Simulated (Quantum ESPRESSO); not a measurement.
Records of electronic-structure calculations.

**Ba2Fe2Se2OF2: which magnetic order is lowest**

The structure is tetragonal, space group I4/mmm (No. 139). Conventional cell: a = 4.195 Å, b = 4.195 Å, c = 19.522 Å, α = 90.00°, β = 90.00°, γ = 90.00°. Nearest to Ba lie 4 F at 2.62 Å and 1 O at 3.31 Å and 4 Se at 3.35 Å. Fe has 2 O at 2.10 Å and 4 Se at 2.73 Å nearest. Nearest to Se lie 4 Fe at 2.73 Å and 4 Ba at 3.35 Å. Nearest to O lie 4 Fe at 2.10 Å and 2 Ba at 3.31 Å. Nearest to F lie 4 Ba at 2.62 Å. Farther neighbours and most contacts between anions are not listed.

```
method                  : PBEsol; plane waves with GBRV 1.5 PBEsol potentials, no spin-orbit coupling (and 1 further level or step)
program                 : Quantum ESPRESSO 7.5
settings of one run     : GBRV 1.5 PBEsol, cutoff 544.23 eV, 6×6×6 k-mesh, 59 bands, fermi-dirac occupations, smearing width 0.05 eV, collinear spin, SCF threshold 1.80e-8, mesh matched on, starting moments 0 0 4 4 0 0 0 0 0 μB
cost                    : 2 runs, 14 min in all on 4 MPI ranks of AMD EPYC 9R14 (Zen 4), shared host (the runs of this entry)
notes                   : The run is spin-polarised, with a total moment of 8.00 μB a cell (absolute 8.06). The smearing term is large for its width, so states at the Fermi level are partly filled: at this level the cell is a metal or has a gap of a few widths at most.
lowest state found      : ferromagnetic (from ferro ++)
largest site moment     : 3.26 μB
next state with moments : antiferromagnetic, 98.1 meV a seeded atom higher
```

Only these 2 starts were compared; other wavevectors, canted and longer-period orders were not. No Hubbard term acts here. In such compounds local and semilocal functionals without one often delocalise the d electrons, and can shrink or lose moments and miss the size, sign and order of the couplings.

[Logs and program files are shortened in this print: banners, set-up blocks, solver, clock and traceback lines can be left out without a mark of their own.]

[Logs are printed without paths, hosts, clocks, repeated set-up lines and the standing remarks that a program may print on its own settings, such as how far it seeks lower states.]

[Hosts, paths, dates, database ids (printed as entryN), source tags and the programs' standing remarks are cut or masked in the printed files.]

[Where a cell is said to come from a database of computed structures, the database is the Materials Project.]
